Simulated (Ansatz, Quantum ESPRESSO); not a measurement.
# 1T-PtSe2, 2 layers, AA stacking: the vacuum level over the valence top at a withheld member of a series

Method. Quantum ESPRESSO 7.5, PBE, SG15 norm-conserving. Cell and atoms are relaxed under PBE-D3(BJ) (GBRV files) and held. Screened hybrids with norm-conserving files, screening 0.106 per bohr, fixed occupations, a 9×9×1 mesh with exchange on 3×3×1 q points. Levels count from the potential in the middle of the vacuum. The series steps the share of short-range exact exchange (0.25 is HSE06, 0 is PBE).

| share of short-range exact exchange | vacuum level over the valence top (eV) |
| --- | --- |
| 0 | 4.808 |
| 0.125 | 4.986 |
| 0.25 | 5.174 |
| 0.3 | 5.252 |

One more run was made and is withheld. What is the vacuum level over the valence top at 0.4?

By hand: The rows at 0.25 and 0.3 give a slope of (5.252 − (5.174))/(0.3 − (0.25)) = 1.56, so a straight line gives 5.408 eV. A parabola through these and the row at 0.125 gives 5.413 eV.

What the calculation gave: 5.415 eV. The line misses by −0.007 and the parabola by −0.002 eV. Both misses are under 5 % of the step from the nearer row.

**Limits.** Gaps are those of the mesh; no spin-orbit coupling; the q mesh was not tested; the geometry stays that of PBE-D3(BJ).
